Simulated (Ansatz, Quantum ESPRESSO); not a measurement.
# Ag(111) with three reversed steps (a thin twin lamella): ballistic transmission, part 3 of 4

Wanted: the transmission near the Fermi level and the conductance of this junction: Ag(111) with three reversed steps (a thin twin lamella).

Quantum ESPRESSO 7.5; plane-wave DFT, LDA, GBRV ultrasoft pseudopotentials; cross-check by Ansatz 0.2.0 with PAW datasets.

So far. Step 2 (Ground state): The run needed 11 iterations to bring the estimated error under 1e-07 Ry; the largest force on any atom, held or free, is 0.01 eV/Å. Step 3 (Transmission with pwcond.x): At no point does T exceed the number of channels.

**4. The open system, with ewind = 2.0 and epsproj = 0.001**

Level of this step: transmission by pwcond, lead and junction from one cell; plane-wave DFT, LDA, GBRV ultrasoft pseudopotentials (Quantum ESPRESSO).

How much does a setting matter? One run is repeated with a change.

cond.w.in

```
&inputcond
  outdir = './out'
  prefixt = 'scf'
  tran_file = 'cond.w.dat'
  bdl = 2.4494897423
  bds = 17.1464281995
  ikind = 1
  ewind = 2.0
  epsproj = 0.001
  nz1 = 7
  energy0 = 0.4
  denergy = -0.4
/
14
  0.00000000 0.00000000 0.01000000
  0.00000000 0.10000000 0.06000000
  0.00000000 0.20000000 0.06000000
  0.00000000 0.30000000 0.06000000
  0.00000000 0.40000000 0.06000000
  0.00000000 0.50000000 0.03000000
  0.10000000 0.20000000 0.06000000
  0.10000000 0.30000000 0.12000000
  0.10000000 0.40000000 0.12000000
  0.10000000 0.50000000 0.12000000
  0.20000000 0.40000000 0.06000000
  0.20000000 0.50000000 0.12000000
  0.20000000 0.60000000 0.06000000
  0.30000000 0.60000000 0.06000000
3
```

Started as:

```bash
> OMP_NUM_THREADS=1 mpirun -n 8 pwcond.x -in cond.w.in > cond.w.out
```

The program printed:

```text
[banner, memory and clock lines left out]
Program PWCOND v.7.5 starts
[citation notice left out]

[...]
./out/scf.save/

     IMPORTANT: XC functional enforced from input :
     Exchange-correlation= PZ
                           (   1   1   0   0   0   0   0)
     Any further DFT definition will be discarded
     Please, verify this is what you really want

     Reading collected, re-writing distributed wavefunctions

===== INPUT FILE containing all the regions =====

     GEOMETRY:

     lattice parameter (alat)  =       5.5454  a.u.
     the volume                =    2532.2128 (a.u.)^3
     the cross section         =      26.6314 (a.u.)^2
     l of the unit cell        =      17.1464 (alat)
     number of atoms/cell      =           21
     number of atomic types    =            1

     crystal axes: (cart. coord. in units of alat)
               a(1) = (  1.0000  0.0000  0.0000 )
               a(2) = (  0.5000  0.8660  0.0000 )
               a(3) = (  0.0000  0.0000 17.1464 )

   Cartesian axes

     site n.     atom                  positions (alat units)
          1        Ag     tau(  1)=(  0.0000  0.0000 17.1464  )
          2        Ag     tau(  2)=(  0.5000  0.2887  0.8165  )
          3        Ag     tau(  3)=(  1.0000  0.5774  1.6330  )
          4        Ag     tau(  4)=(  0.0000  0.0000  2.4495  )
          5        Ag     tau(  5)=(  0.5000  0.2887  3.2660  )
          6        Ag     tau(  6)=(  1.0000  0.5774  4.0825  )
          7        Ag     tau(  7)=(  0.0000  0.0000  4.8990  )
          8        Ag     tau(  8)=(  0.5000  0.2887  5.7155  )
          9        Ag     tau(  9)=(  1.0000  0.5774  6.5320  )
         10        Ag     tau( 10)=(  0.5000  0.2887  7.3485  )
         11        Ag     tau( 11)=(  0.0000  0.0000  8.1650  )
         12        Ag     tau( 12)=(  1.0000  0.5774  8.9815  )
         13        Ag     tau( 13)=(  0.0000  0.0000  9.7980  )
         14        Ag     tau( 14)=(  0.5000  0.2887 10.6145  )
         15        Ag     tau( 15)=(  1.0000  0.5774 11.4310  )
         16        Ag     tau( 16)=(  0.0000  0.0000 12.2474  )
         17        Ag     tau( 17)=(  0.5000  0.2887 13.0639  )
         18        Ag     tau( 18)=(  1.0000  0.5774 13.8804  )
         19        Ag     tau( 19)=(  0.0000  0.0000 14.6969  )
         20        Ag     tau( 20)=(  0.5000  0.2887 15.5134  )
         21        Ag     tau( 21)=(  1.0000  0.5774 16.3299  )

     nr1s                      =           24
     nr2s                      =           24
     nr3s                      =          384
     nr1sx                     =           24
     nr2sx                     =           24
     nr3sx                     =          384
     nr1                       =           25
     nr2                       =           25
     nr3                       =          432
     nr1x                      =           25
     nr2x                      =           25
     nr3x                      =          432

 _______________________________
  Radii of nonlocal spheres:

     type       ibeta     ang. mom.          radius (alat units)
       Ag         1         0                    0.3125
       Ag         2         0                    0.3125
       Ag         3         1                    0.3125
       Ag         4         1                    0.3125
       Ag         5         2                    0.3125
       Ag         6         2                    0.3125
----- General information -----

--- T calc. with identical leads (ikind=1) ---

     nrx                       =           24
     nry                       =           24
     nz1                       =            7

     energy0               =         4.0E-01
     denergy               =        -4.0E-01
     nenergy               =          3
     ecut2d                =         4.0E+01
     ewind                 =         2.0E+00
     epsproj               =         1.0E-03

     number of k_|| points=   14
                       cryst. coord.
        k(    1) = (   0.0000000   0.0000000), wk =   0.0100000
        k(    2) = (   0.0000000   0.1000000), wk =   0.0600000
[...]
k(   14) = (   0.3000000   0.6000000), wk =   0.0600000
----- Information about left/right lead -----

     nocros                   =           18
     noins                    =           36
     norb                     =           72
     norbf                    =          342
     nrz                      =           55

      iorb      type   ibeta   ang. mom.   m       position (alat)
        1        1       1        0        1   taunew(   1)=(  0.0000  0.0000  0.0000)
        2        1       2        0        1   taunew(   2)=(  0.0000  0.0000  0.0000)
[...]
72        1       6        2        5   taunew(  72)=(  0.0000  0.0000  2.4495)
    k slab    z(k)  z(k+1)     crossing(iorb=1,norb)
    1   0.0000 0.0445 0.0445   111111111111111111000000000000000000000000000000000000000000000000000000
    2   0.0445 0.0891 0.0445   111111111111111111000000000000000000000000000000000000000000000000000000
[...]
55   2.4050 2.4495 0.0445   000000000000000000000000000000000000000000000000000000111111111111111111
----- Information about scattering region -----

     noins                    =          306
     norb                     =          342
     norbf                    =          342
     nrz                      =          329

      iorb      type   ibeta   ang. mom.   m       position (alat)
        1        1       1        0        1   taunew(   1)=(  0.0000  0.0000  0.0000)
        2        1       2        0        1   taunew(   2)=(  0.0000  0.0000  0.0000)
[...]
342        1       6        2        5   taunew( 342)=(  0.0000  0.0000 14.6969)
 ngper, shell number =           85          11
 ngper, n2d =           85          45
---  E-Ef =    0.4000000  k =    0.0000000   0.0000000
---  ie =          1  ik =          1
 Nchannels of the left tip =            0
 Right moving states:
   k1(2pi/a)   k2(2pi/a)   E-Ef (eV)
 Left moving states:
   k1(2pi/a)   k2(2pi/a)   E-Ef (eV)

 to transmit
          E-Ef(ev), T =    0.4000000   0.0000000
---  E-Ef =    0.0000000  k =    0.0000000   0.0000000
---  ie =          2  ik =          1
 Nchannels of the left tip =            0
 Right moving states:
   k1(2pi/a)   k2(2pi/a)   E-Ef (eV)
 Left moving states:
   k1(2pi/a)   k2(2pi/a)   E-Ef (eV)

 to transmit
          E-Ef(ev), T =    0.0000000   0.0000000
---  E-Ef =   -0.4000000  k =    0.0000000   0.0000000
---  ie =          3  ik =          1
 Nchannels of the left tip =            1
 Right moving states:
   k1(2pi/a)   k2(2pi/a)   E-Ef (eV)
   0.4449479  -0.0000021  -0.4000000
 Left moving states:
   k1(2pi/a)   k2(2pi/a)   E-Ef (eV)
  -0.4449479  -0.0000021  -0.4000000

 to transmit
 Band j to band i transmissions and reflections:
    j         i     |T_ij|^2    |R_ij|^2

    1 -->     1     0.99753     0.00247
   Total T_j, R_j =    0.99753  0.00247

E-Ef(ev), T(x2 spins) =   -0.4000000   1.9950641
 ngper, shell number =           85          47
 ngper, n2d =           85          46
[... further energies and points left out ...]
---  E-Ef =    0.4000000  k =    0.3000000   0.6000000
---  ie =          1  ik =         14
 Nchannels of the left tip =            0
 Right moving states:
   k1(2pi/a)   k2(2pi/a)   E-Ef (eV)
 Left moving states:
   k1(2pi/a)   k2(2pi/a)   E-Ef (eV)

 to transmit
          E-Ef(ev), T =    0.4000000   0.0000000
---  E-Ef =    0.0000000  k =    0.3000000   0.6000000
---  ie =          2  ik =         14
 Nchannels of the left tip =            0
 Right moving states:
   k1(2pi/a)   k2(2pi/a)   E-Ef (eV)
 Left moving states:
   k1(2pi/a)   k2(2pi/a)   E-Ef (eV)

 to transmit
          E-Ef(ev), T =    0.0000000   0.0000000
---  E-Ef =   -0.4000000  k =    0.3000000   0.6000000
---  ie =          3  ik =         14
 Nchannels of the left tip =            0
 Right moving states:
   k1(2pi/a)   k2(2pi/a)   E-Ef (eV)
 Left moving states:
   k1(2pi/a)   k2(2pi/a)   E-Ef (eV)

 to transmit
          E-Ef(ev), T =   -0.4000000   0.0000000
   T_tot     0.40000      0.17171E+01
   T_tot     0.00000      0.14867E+01
   T_tot    -0.40000      0.15078E+01

[...]
```

Wall time 49 s (8 MPI ranks of Arm Neoverse N1, shared host); peak memory 0.5 GiB.

The changed values were drawn from a wide range, not chosen for quality; the comparison shows what they did here together.

Beside the run it was changed from:

```
                                  quantity  this run  unchanged run  difference
 transmission at the Fermi level, one spin    0.7433         0.8653       -0.12
lead channels at the Fermi level, one spin      0.75           0.87       -0.12
                             wall time (s)        49            106
```

Over all energies T moves by up to 0.12, at 0 eV.

The physical values in this table move by up to 14 %.

**5. Transmission with pwcond.x, with ikind = 2**

One more run, with a changed input.

cond.bad.in

```
&inputcond
  outdir = './out'
  prefixt = 'scf'
  tran_file = 'cond.bad.dat'
  bdl = 2.4494897423
  bds = 17.1464281995
  ikind = 2
  ewind = 4.0
  epsproj = 1e-05
  nz1 = 7
  energy0 = 0.4
  denergy = -0.4
/
14
  0.00000000 0.00000000 0.01000000
  0.00000000 0.10000000 0.06000000
  0.00000000 0.20000000 0.06000000
  0.00000000 0.30000000 0.06000000
  0.00000000 0.40000000 0.06000000
  0.00000000 0.50000000 0.03000000
  0.10000000 0.20000000 0.06000000
  0.10000000 0.30000000 0.12000000
  0.10000000 0.40000000 0.12000000
  0.10000000 0.50000000 0.12000000
  0.20000000 0.40000000 0.06000000
  0.20000000 0.50000000 0.12000000
  0.20000000 0.60000000 0.06000000
  0.30000000 0.60000000 0.06000000
3
```

Started as:

```bash
> OMP_NUM_THREADS=1 mpirun -n 8 pwcond.x -in cond.bad.in > cond.bad.out
```

The program printed:

```text
[banner, memory and clock lines left out]
Program PWCOND v.7.5 starts

          URL

     ./out/scf.save/

     IMPORTANT: XC functional enforced from input :
     Exchange-correlation= PZ
                           (   1   1   0   0   0   0   0)
     Any further DFT definition will be discarded
     Please, verify this is what you really want

     Reading collected, re-writing distributed wavefunctions

===== INPUT FILE containing all the regions =====

     GEOMETRY:

     lattice parameter (alat)  =       5.5454  a.u.
     the volume                =    2532.2128 (a.u.)^3
     the cross section         =      26.6314 (a.u.)^2
     l of the unit cell        =      17.1464 (alat)
     number of atoms/cell      =           21
     number of atomic types    =            1

     crystal axes: (cart. coord. in units of alat)
               a(1) = (  1.0000  0.0000  0.0000 )
               a(2) = (  0.5000  0.8660  0.0000 )
               a(3) = (  0.0000  0.0000 17.1464 )

   Cartesian axes

     site n.     atom                  positions (alat units)
          1        Ag     tau(  1)=(  0.0000  0.0000 17.1464  )
          2        Ag     tau(  2)=(  0.5000  0.2887  0.8165  )
          3        Ag     tau(  3)=(  1.0000  0.5774  1.6330  )
          4        Ag     tau(  4)=(  0.0000  0.0000  2.4495  )
          5        Ag     tau(  5)=(  0.5000  0.2887  3.2660  )
          6        Ag     tau(  6)=(  1.0000  0.5774  4.0825  )
          7        Ag     tau(  7)=(  0.0000  0.0000  4.8990  )
          8        Ag     tau(  8)=(  0.5000  0.2887  5.7155  )
          9        Ag     tau(  9)=(  1.0000  0.5774  6.5320  )
         10        Ag     tau( 10)=(  0.5000  0.2887  7.3485  )
         11        Ag     tau( 11)=(  0.0000  0.0000  8.1650  )
         12        Ag     tau( 12)=(  1.0000  0.5774  8.9815  )
         13        Ag     tau( 13)=(  0.0000  0.0000  9.7980  )
         14        Ag     tau( 14)=(  0.5000  0.2887 10.6145  )
         15        Ag     tau( 15)=(  1.0000  0.5774 11.4310  )
         16        Ag     tau( 16)=(  0.0000  0.0000 12.2474  )
         17        Ag     tau( 17)=(  0.5000  0.2887 13.0639  )
         18        Ag     tau( 18)=(  1.0000  0.5774 13.8804  )
         19        Ag     tau( 19)=(  0.0000  0.0000 14.6969  )
         20        Ag     tau( 20)=(  0.5000  0.2887 15.5134  )
         21        Ag     tau( 21)=(  1.0000  0.5774 16.3299  )

     nr1s                      =           24
     nr2s                      =           24
     nr3s                      =          384
     nr1sx                     =           24
     nr2sx                     =           24
     nr3sx                     =          384
     nr1                       =           25
     nr2                       =           25
     nr3                       =          432
     nr1x                      =           25
     nr2x                      =           25
     nr3x                      =          432

 _______________________________
  Radii of nonlocal spheres:

     type       ibeta     ang. mom.          radius (alat units)
       Ag         1         0                    0.3125
       Ag         2         0                    0.3125
       Ag         3         1                    0.3125
       Ag         4         1                    0.3125
       Ag         5         2                    0.3125
       Ag         6         2                    0.3125

 %%%%%%%%%%%%%%%%%%%%%%%%%%%%%%%%%%%%%%%%%%%%%%%%%%%%%%%%%%%%%%%%%%%%%%%%%%%%%%
     Error in routine init_orbitals (1):
     Too big atomic spheres
 %%%%%%%%%%%%%%%%%%%%%%%%%%%%%%%%%%%%%%%%%%%%%%%%%%%%%%%%%%%%%%%%%%%%%%%%%%%%%%

     stopping ...
[the rest left out]
```

It took 1.6 s on 8 MPI ranks; peak memory 0.09 GiB.

The input was rejected at the start.

The program's message: “Error in routine init_orbitals (1): Too big atomic spheres”

The change that led to it: inputcond.ikind = 2.

The message: “init_orbitals (1): Too big atomic spheres”. ikind = 2 asks for a second, right-hand lead, for which no boundary (bdr) or run was given; ikind = 1 fits one lead on both sides.

[end of part 3 of 4]

[Logs are printed without paths, hosts, clocks, repeated set-up lines and the standing remarks that a program may print on its own settings, such as how far it seeks lower states.]

[Hosts, paths, dates, database ids (printed as entryN), source tags and the programs' standing remarks are cut or masked in the printed files.]

[Maps of the electrostatic potential energy from Ansatz leave out the sawtooth potential of an applied field or a dipole correction, so their vacuum need not be flat; planar profiles and work functions include it.]
